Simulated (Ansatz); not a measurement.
# I on Be(0001): change of the work function

Aim: the work function of Be(0001) at several coverages of I (hcp site), and the dipole that each adsorbate carries.

Main program and level: Ansatz 0.2.0; plane-wave DFT, PBE, Ansatz PAW.

## (1) The starting structure

The cell holds 4 atoms: 4 Be. Cell: a = 2.290 Å, b = 2.290 Å, c = 23.383 Å, α = 90.0°, β = 90.0°, γ = 60.0°. Vacuum lies along c.

## (2) The clean slab

The bare slab comes first, as the zero from which every change is counted. The two lowest layers are held at bulk places and the upper ones relax. The dipole correction removes the false field that a one-sided slab makes across the periodic vacuum, so each face gets a flat vacuum level of its own.

Contents of input.yaml:

```yaml
crystal:
  lattice:
    - [2.29, 0.0, 0.0]
    - [1.145, 1.9831981747, 0.0]
    - [0.0, 0.0, 23.382645]
  atoms:
    - { symbol: Be, position: [0.6666666667, 0.6666666667, 0.3849008527] }
    - { symbol: Be, position: [0.0, 0.0, 0.4616336176] }
    - { symbol: Be, position: [0.6666666667, 0.6666666667, 0.5383663824] }
    - { symbol: Be, position: [0.0, 0.0, 0.6150991473] }
kpoints:
  mp_grid: { grid: [15, 15, 1] }
hamiltonian:
  xc: pbe
scf:
  occupations: { method: fermi_dirac, width: 0.1 }
  convergence: { dr2_threshold: 1.0e-08 }
efield:
  axis: 3
  dipole_correction: true
  ramp_position: 0.97
  ramp_width: 0.06
relax:
  f_tol: 0.02
  max_steps: 60
  constraints: [{ sites: [0, 1] }]
output:
  write_potential: true
  write_density: true
  volumetric_format: npy
```

On the command line:

```sh
$ ansatz run input.yaml --threads 4 --pin off --max-ram 6144MiB --backend cpu --events-out ev --progress --plain --runs-dir out
```

Numbers of over 12 decimals in the logs are rounded to 6 here.

The log of the run:

```text
Engine: ansatz 0.2.0, aarch64-unknown-linux-gnu
Pseudopotentials: kind: paw
Pseudopotential: Be, paw, valence charge 2, recommended cutoff 420 eV (normal), Be.paw.azcp
Functional definition: PBE
  parameter kappa = 0.804
  parameter beta = 0.066725
  exchange = pbe_x(kappa = kappa, mu = beta*pi^2/3)
  correlation = pbe_c(beta = beta)
Crystal: 4 atoms, lattice volume = 106.193 Å³
Basis set: ecut = 420 eV, 2071 PW (Γ), exchange–correlation on 32×32×320 points (8 copies of the dense FFT grid, shifted against one another)
Bands: 8, of which v1, the nominal top of the filled ones, is band 4 counted from 1 (3 counted from 0)
Symmetry: 6 space group operations
k-points: 27 of 225 (time reversal used)
Non-local potential: Be, projectors of the file, l = 0: 2, l = 1: 2, l = 2: 1
PAW form: soft (Blöchl's): semilocal exchange-correlation on the pseudo side does not see the compensation charge
PAW one-centre angular grid: Be, 110 points (default); XC on 64 Gauss nodes
Initial density: superposition of atomic densities (neutral atoms: chi_scale 0, normalization atom), corrected by the library's trained network
Initial wavefunctions: pseudopotential atomic-orbital guess
Functional: x = pbe(κ = 0.804, μ = 0.219515), c = pbe(β = 0.066725)
SCF iter   1: F=—  HF=-370.028287 eV  |F-HF|=—  |Δ(HF+E_count)|=         —  Δρ=2.36e-3  dr2=3.34e-2  ethr=1.77e-3  p=0.000 e·Å  D=4.36e-15 V/Å  ΔV_dip=-0.00 eV  dr2_dipole=1.23e-9  V_vac-E_F(+/−)=5.38/5.38 eV  ⟨swp⟩=10.3  Hψ=2822  notcnv=0
efield: sawtooth ramp at fractional position 0.9700 (set: `efield.ramp_position`, or a place that a band, a saddle search or an elastic batch's reference lends), width 0.0600; the density the first Hamiltonian is built on has a dipole p = 0.000 e·Å; the dipole correction subtracts the counter field D = 4.36e-15 V/Å, which shifts the + side's vacuum level by -0.00 eV against the − side's; the planar-averaged density in the ramp window peaks in size at 3.5e-6 e/Å³
preconditioner: auto → LDOS  [metal: Δε(μ)=0.118 eV  Ē_g=8.103 eV  σ=0.100 eV  W_gap=0.28  n_scr=12 (ndim 8)  ℏωp=10.2 eV  f_vac=0.581  D(μ)=1.58/eV (n_scr^D=12)  β→1.0]
SCF iter   2: F=—  HF=-370.025612 eV  |F-HF|=—  |Δ(HF+E_count)|=   2.67e-3  Δρ=1.36e-3  dr2=6.40e-3  ethr=4.18e-4  p=0.000 e·Å  D=5.60e-5 V/Å  ΔV_dip=-0.00 eV  dr2_dipole=1.15e-6  V_vac-E_F(+/−)=5.32/5.32 eV  ⟨swp⟩=1.9  Hψ=486  notcnv=0
SCF iter   3: F=—  HF=-370.024738 eV  |F-HF|=—  |Δ(HF+E_count)|=   8.74e-4  Δρ=5.25e-4  dr2=1.67e-3  ethr=8.00e-5  p=-0.000 e·Å  D=-6.19e-5 V/Å  ΔV_dip=0.00 eV  dr2_dipole=2.67e-9  V_vac-E_F(+/−)=5.30/5.30 eV  ⟨swp⟩=2.6  Hψ=358  notcnv=0
SCF iter   4: F=—  HF=-370.024552 eV  |F-HF|=—  |Δ(HF+E_count)|=   1.86e-4  Δρ=2.25e-4  dr2=3.28e-4  ethr=2.09e-5  p=0.000 e·Å  D=5.69e-7 V/Å  ΔV_dip=-0.00 eV  dr2_dipole=7.66e-8  V_vac-E_F(+/−)=5.30/5.30 eV  ⟨swp⟩=1.6  Hψ=247  notcnv=0
SCF iter   5: F=—  HF=-370.024511 eV  |F-HF|=—  |Δ(HF+E_count)|=   4.12e-5  Δρ=4.48e-5  dr2=1.42e-5  ethr=4.10e-6  p=-0.000 e·Å  D=-9.56e-6 V/Å  ΔV_dip=0.00 eV  dr2_dipole=2.29e-9  V_vac-E_F(+/−)=5.30/5.30 eV  ⟨swp⟩=2.1  Hψ=302  notcnv=0
SCF iter   6: F=—  HF=-370.024531 eV  |F-HF|=—  |Δ(HF+E_count)|=   2.02e-5  Δρ=7.01e-6  dr2=2.61e-7  ethr=1.78e-7  p=0.000 e·Å  D=2.59e-7 V/Å  ΔV_dip=-0.00 eV  dr2_dipole=6.29e-9  V_vac-E_F(+/−)=5.30/5.30 eV  ⟨swp⟩=2.4  Hψ=333  notcnv=0
SCF iter   7: F=—  HF=-370.024532 eV  |F-HF|=—  |Δ(HF+E_count)|=   9.04e-7  Δρ=9.74e-7  dr2=4.00e-9  ethr=1.25e-10  p=-0.000 e·Å  D=-4.02e-7 V/Å  ΔV_dip=0.00 eV  dr2_dipole=3.40e-10  V_vac-E_F(+/−)=5.30/5.30 eV  ⟨swp⟩=9.2  Hψ=1535  notcnv=0
SCF iter   8: F=-370.024532 eV  HF=-370.024532 eV  |F-HF|=1.09e-9  |Δ(HF+E_count)|=   7.51e-9  Δρ=3.18e-7  dr2=5.62e-10  ethr=5.00e-11  p=0.000 e·Å  D=2.00e-7 V/Å  ΔV_dip=-0.00 eV  dr2_dipole=1.21e-10  V_vac-E_F(+/−)=5.30/5.30 eV  ⟨swp⟩=7.6  Hψ=1245  notcnv=0
SCF 1 converged in 8 iterations: F = -370.024532 eV  dr2 = 5.62e-10
  greatest PAW one-centre occupation: 0.367 electrons in one spin orbital (limit 2), on the Be atom at site 2 (counted from 0), in its partial waves of l = 0
relax step   1: F+E_penalty+E_count = -370.02453214 eV  Δ(F+E_penalty+E_count) = +0.000e0 eV  max|allowed force component| = 1.160e-1 eV/Å  Δτ_max = 0.0000 Å  (8 SCF iters, accepted)
Initial density: handed on by an earlier stage of this run
Initial wavefunctions: those handed on with the density
iter 1 solved again at ethr=6.71e-5 eV; its pass at ethr=3.10e-3 eV (dr2=5.37e-3 eV) is discarded
SCF iter   1: F=—  HF=-370.026842 eV  |F-HF|=—  |Δ(HF+E_count)|=         —  Δρ=8.41e-4  dr2=4.75e-3  ethr=6.71e-5  p=0.000 e·Å  D=1.99e-7 V/Å  ΔV_dip=-0.00 eV  dr2_dipole=1.18e-4  V_vac-E_F(+/−)=5.29/5.29 eV  ⟨swp⟩=2.3  Hψ=1333  notcnv=0
efield: sawtooth ramp at fractional position 0.9700 (set: `efield.ramp_position`, or a place that a band, a saddle search or an elastic batch's reference lends), width 0.0600; the density the first Hamiltonian is built on has a dipole p = 0.000 e·Å; the dipole correction subtracts the counter field D = 1.99e-7 V/Å, which shifts the + side's vacuum level by -0.00 eV against the − side's; the planar-averaged density in the ramp window peaks in size at 3.2e-8 e/Å³
preconditioner: auto → LDOS  [metal: Δε(μ)=0.123 eV  Ē_g=8.100 eV  σ=0.100 eV  W_gap=0.30  n_scr=12 (ndim 8)  ℏωp=10.2 eV  f_vac=0.569  D(μ)=1.69/eV (n_scr^D=12)  β→1.0]
SCF iter   2: F=—  HF=-370.026172 eV  |F-HF|=—  |Δ(HF+E_count)|=   6.70e-4  Δρ=4.70e-4  dr2=6.62e-4  ethr=5.94e-5  p=-0.000 e·Å  D=-5.03e-4 V/Å  ΔV_dip=0.01 eV  dr2_dipole=1.47e-5  V_vac-E_F(+/−)=5.31/5.30 eV  ⟨swp⟩=2.6  Hψ=319  notcnv=0
SCF iter   3: F=—  HF=-370.026154 eV  |F-HF|=—  |Δ(HF+E_count)|=   1.83e-5  Δρ=1.38e-4  dr2=9.67e-5  ethr=8.27e-6  p=0.000 e·Å  D=7.35e-5 V/Å  ΔV_dip=-0.00 eV  dr2_dipole=3.93e-7  V_vac-E_F(+/−)=5.30/5.30 eV  ⟨swp⟩=2.4  Hψ=312  notcnv=0
SCF iter   4: F=—  HF=-370.026167 eV  |F-HF|=—  |Δ(HF+E_count)|=   1.31e-5  Δρ=5.09e-5  dr2=1.59e-5  ethr=1.21e-6  p=0.000 e·Å  D=1.82e-4 V/Å  ΔV_dip=-0.00 eV  dr2_dipole=4.45e-8  V_vac-E_F(+/−)=5.30/5.30 eV  ⟨swp⟩=2.2  Hψ=305  notcnv=0
SCF iter   5: F=—  HF=-370.026165 eV  |F-HF|=—  |Δ(HF+E_count)|=   1.96e-6  Δρ=1.06e-5  dr2=5.26e-7  ethr=1.98e-7  p=0.000 e·Å  D=1.83e-4 V/Å  ΔV_dip=-0.00 eV  dr2_dipole=8.44e-8  V_vac-E_F(+/−)=5.30/5.30 eV  ⟨swp⟩=2.1  Hψ=304  notcnv=0
SCF iter   6: F=—  HF=-370.026166 eV  |F-HF|=—  |Δ(HF+E_count)|=   1.04e-6  Δρ=2.71e-6  dr2=2.58e-8  ethr=6.57e-9  p=0.000 e·Å  D=1.81e-4 V/Å  ΔV_dip=-0.00 eV  dr2_dipole=5.97e-9  V_vac-E_F(+/−)=5.30/5.30 eV  ⟨swp⟩=2.2  Hψ=320  notcnv=0
SCF iter   7: F=-370.026166 eV  HF=-370.026166 eV  |F-HF|=3.90e-9  |Δ(HF+E_count)|=   7.37e-8  Δρ=5.08e-7  dr2=9.60e-10  ethr=1.25e-10  p=0.000 e·Å  D=1.78e-4 V/Å  ΔV_dip=-0.00 eV  dr2_dipole=1.46e-10  V_vac-E_F(+/−)=5.30/5.30 eV  ⟨swp⟩=9.6  Hψ=1275  notcnv=0
SCF 2 converged in 7 iterations: F = -370.026166 eV  dr2 = 9.60e-10
  greatest PAW one-centre occupation: 0.367 electrons in one spin orbital (limit 2), on the Be atom at site 1 (counted from 0), in its partial waves of l = 0
relax step   2: F+E_penalty+E_count = -370.02616632 eV  Δ(F+E_penalty+E_count) = -1.634e-3 eV  max|allowed force component| = 6.199e-2 eV/Å  Δτ_max = 0.0200 Å  (7 SCF iters, accepted)
SCF iter   1: F=—  HF=-370.028049 eV  |F-HF|=—  |Δ(HF+E_count)|=         —  Δρ=1.04e-3  dr2=8.04e-3  ethr=1.02e-3  p=0.000 e·Å  D=1.78e-4 V/Å  ΔV_dip=-0.00 eV  dr2_dipole=3.59e-4  V_vac-E_F(+/−)=5.28/5.29 eV  ⟨swp⟩=3.8  Hψ=987  notcnv=0
efield: sawtooth ramp at fractional position 0.9700 (set: `efield.ramp_position`, or a place that a band, a saddle search or an elastic batch's reference lends), width 0.0600; the density the first Hamiltonian is built on has a dipole p = 0.000 e·Å; the dipole correction subtracts the counter field D = 1.78e-4 V/Å, which shifts the + side's vacuum level by -0.00 eV against the − side's; the planar-averaged density in the ramp window peaks in size at 3.6e-8 e/Å³
preconditioner: auto → LDOS  [metal: Δε(μ)=0.095 eV  Ē_g=8.083 eV  σ=0.100 eV  W_gap=0.23  n_scr=12 (ndim 8)  ℏωp=10.2 eV  f_vac=0.569  D(μ)=1.69/eV (n_scr^D=12)  β→1.0]
SCF iter   2: F=—  HF=-370.026992 eV  |F-HF|=—  |Δ(HF+E_count)|=   1.06e-3  Δρ=6.08e-4  dr2=1.71e-3  ethr=1.01e-4  p=-0.000 e·Å  D=-2.55e-4 V/Å  ΔV_dip=0.01 eV  dr2_dipole=1.58e-4  V_vac-E_F(+/−)=5.32/5.31 eV  ⟨swp⟩=1.8  Hψ=485  notcnv=0
SCF iter   3: F=—  HF=-370.026862 eV  |F-HF|=—  |Δ(HF+E_count)|=   1.30e-4  Δρ=1.87e-4  dr2=2.35e-4  ethr=2.14e-5  p=0.000 e·Å  D=3.99e-4 V/Å  ΔV_dip=-0.01 eV  dr2_dipole=1.89e-5  V_vac-E_F(+/−)=5.30/5.31 eV  ⟨swp⟩=1.9  Hψ=284  notcnv=0
SCF iter   4: F=—  HF=-370.026854 eV  |F-HF|=—  |Δ(HF+E_count)|=   7.85e-6  Δρ=6.43e-5  dr2=2.05e-5  ethr=2.94e-6  p=0.000 e·Å  D=5.23e-4 V/Å  ΔV_dip=-0.01 eV  dr2_dipole=6.64e-7  V_vac-E_F(+/−)=5.30/5.31 eV  ⟨swp⟩=2.1  Hψ=301  notcnv=0
SCF iter   5: F=—  HF=-370.026879 eV  |F-HF|=—  |Δ(HF+E_count)|=   2.46e-5  Δρ=1.69e-5  dr2=7.21e-7  ethr=2.57e-7  p=0.000 e·Å  D=4.79e-4 V/Å  ΔV_dip=-0.01 eV  dr2_dipole=4.20e-9  V_vac-E_F(+/−)=5.30/5.31 eV  ⟨swp⟩=2.7  Hψ=336  notcnv=0
SCF iter   6: F=—  HF=-370.026879 eV  |F-HF|=—  |Δ(HF+E_count)|=   3.75e-7  Δρ=3.52e-6  dr2=8.50e-9  ethr=1.25e-10  p=0.000 e·Å  D=4.64e-4 V/Å  ΔV_dip=-0.01 eV  dr2_dipole=4.52e-10  V_vac-E_F(+/−)=5.30/5.31 eV  ⟨swp⟩=9.0  Hψ=1561  notcnv=0
SCF iter   7: F=-370.026879 eV  HF=-370.026879 eV  |F-HF|=9.05e-9  |Δ(HF+E_count)|=   6.70e-8  Δρ=8.39e-7  dr2=8.65e-10  ethr=1.06e-10  p=0.000 e·Å  D=4.51e-4 V/Å  ΔV_dip=-0.01 eV  dr2_dipole=3.71e-11  V_vac-E_F(+/−)=5.30/5.31 eV  ⟨swp⟩=7.8  Hψ=1295  notcnv=0
SCF 3 converged in 7 iterations: F = -370.026879 eV  dr2 = 8.65e-10
relax step   3: F+E_penalty+E_count = -370.02687926 eV  Δ(F+E_penalty+E_count) = -7.129e-4 eV  max|allowed force component| = 3.148e-3 eV/Å  Δτ_max = 0.0259 Å  (7 SCF iters, accepted)
NSCF: frozen V_eff on 27 k-points
the band table was solved once a step of the walk had ended and its energy, with any forces and stress, was formed, with the checks that follow a solve (2733 applications of the Hamiltonian). They found nothing against the state; the energy, forces and stress were not computed again (output.eigenvalues in the input reference)
WARN: The output density's exchange-correlation potential varies sharply where the density is thin. Do not read a vacuum level from v_tot or v_xc, or from such a field of the output density. On a cell that repeats whose density bears no net charge and no dipole along the vacuum's axis use v_es (v_loc + v_h of the components); under efield.dipole_correction with no amplitude use v_es + v_field, which holds any externa [...]
SCF converged after 7 iterations
Free energy (F): -370.026879 eV
Harris-Foulkes:  -370.026879 eV  (|F-HF|=9.05e-9)
Internal energy: -369.976240 eV  (E = F + TS)
E sigma→0 (E₀):  -370.001560 eV
Entropy (-TS):   -0.050639 eV (-12.660 meV/atom)
Fermi energy:    -1.421154 eV
Dipole field:    D = 0.000440 V/Å  (p = 0.000258 e·Å, saw-weighted, corrected)
Work function:   Φ+ = 5.2976 eV   Φ− = 5.3079 eV
Levels:          The Fermi level and band energies are counted from a zero that moves with the ramp; work functions are not
--- Per-component energies (eV) ---
  E_band       = -41.167291
  E_kinetic    = 77.753307
  E_local      = -2357.664836  (includes V_loc(G=0)·N_el)
  E_nonlocal   = 18.038920
  E_hartree    = 1152.949895
  E_xc         = -76.364721
  E_vxc        = -79.591085  (∫ρ·V_xc dr)
  E_paw        = -238.143816  (= ΣΔE_a)
  E_vpaw       = -5.604100  (= ΣTr[D̂ρ^β])
  E_aug_tail   = -0.000003  (compensation charges beyond the density's cutoff)
  E_efield     = 0.000000  (sawtooth field / dipole correction)
  E_vefield    = -0.000046  (∫n·V_field dr)
  E_ewald      = 1053.455013
  E_smearing   = -0.050639  (= −TS)
  E_closure    = -0.000000  (closes the sum)
  Σ components = -370.026879   (vs F -370.026879, Δ=0.00e0)
--- Forces (eV/Å), atoms counted from 1 ---
  atom   1  Be    -0.00000000    -0.00000000    -0.11938050
  atom   2  Be     0.00000000     0.00000000     0.11973952
  atom   3  Be     0.00000000    -0.00000000    -0.00314774
  atom   4  Be     0.00000000     0.00000000     0.00279109
  max |Σ_I F_I| component: 2.37e-6 eV/Å
--- Band table (eV; the first three rows and the last of 27) ---
  k-point 0: bands = ["-11.3782", "-9.9671", "-7.8453", "-4.5483", "-3.4143", "2.2580", "3.3064", "4.0845"]
  k-point 1: bands = ["-11.2517", "-9.8391", "-7.7138", "-4.4182", "-3.2555", "2.3616", "3.4662", "4.2341"]
  k-point 2: bands = ["-10.8721", "-9.4558", "-7.3215", "-4.0337", "-2.7803", "2.6563", "3.9417", "4.6843"]
  k-point 26: bands = ["-2.5122", "-1.7725", "-1.7208", "-0.8783", "-0.6366", "-0.5650", "1.4656", "4.2328"]
--- Relaxed structure (3 steps of the walk, 3 accepted, 0 SCFs on fresh bases) ---
  F+E_penalty+E_count = -370.02687926 eV   max|allowed force component| = 3.148e-3 eV/Å
  atoms:
    - { symbol: Be, position: [0.666667, 0.666667, 0.3849008527] }
    - { symbol: Be, position: [0.0, 0.0, 0.4616336176] }
    - { symbol: Be, position: [0.666667, 0.666667, 0.538630] }
    - { symbol: Be, position: [0, 0, 0.617064] }
```

Wall time 5 s (4 threads of Arm Neoverse N1, shared host); peak memory 0.43 GiB.

Relaxation path:

```tsv
step	energy less that of the first step (eV)	largest force component (eV/Å)
1	0.0000	0.1160
2	-0.0016	0.0620
3	-0.0023	0.0031
```

Forces are held to the 6 operations that the run works with; a distortion that breaks them can't arise in this run.

The atoms that moved most (Å):

```tsv
atom	dx	dy	dz	length
Be4	0.000	0.000	0.046	0.046
Be3	0.000	0.000	0.006	0.006
```

Final coordinates:

```xyz
4
Lattice="2.2900 0.0000 0.0000 1.1450 1.9832 0.0000 0.0000 0.0000 23.3826" Properties=species:S:1:pos:R:3
Be    2.2900    1.3221    9.0000
Be    0.0000    0.0000   10.7942
Be    2.2900    1.3221   12.5946
Be    0.0000    0.0000   14.4286
```

Numbers from this step:

```
energy at zero smearing   : -370.0016 eV
work function, upper face : 5.298 eV
dipole along the normal   : 2.58e-4 e·Å
```

Running mean over 1.794 Å of the planar mean; the ramp of the sawtooth is left out. Electron's electrostatic potential energy less the Fermi level against z:

```tsv
z (Å)	electron's electrostatic potential energy less the Fermi level (eV)
3.0	5.31
3.5	5.31
4.0	5.31
4.5	5.31
5.0	5.31
5.5	5.30
6.0	5.27
6.5	5.17
7.0	4.81
7.5	3.55
8.0	0.0300
8.5	-4.20
9.0	-5.93
9.5	-6.26
10.0	-6.34
10.5	-6.40
11.0	-6.42
11.5	-6.41
12.0	-6.42
12.5	-6.42
13.0	-6.26
13.5	-6.03
14.0	-6.09
14.5	-5.80
15.0	-3.71
15.5	0.685
16.0	3.83
16.5	4.89
17.0	5.19
17.5	5.27
18.0	5.29
18.5	5.30
19.0	5.30
19.5	5.30
20.0	5.30
```

The relaxation took 3 steps and lowered the energy by 0.0023 eV; the largest force on the free atoms ends at 0.0031 eV/Å.

The work function of the upper face is 5.30 eV.

(Part 1 of 4 ends here.)

[Logs are printed without paths, hosts, clocks, repeated set-up lines and the standing remarks that a program may print on its own settings, such as how far it seeks lower states.]

[Hosts, paths, dates, database ids (printed as entryN), source tags and the programs' standing remarks are cut or masked in the printed files.]

[Maps of the electrostatic potential energy from Ansatz leave out the sawtooth potential of an applied field or a dipole correction, so their vacuum need not be flat; planar profiles and work functions include it.]
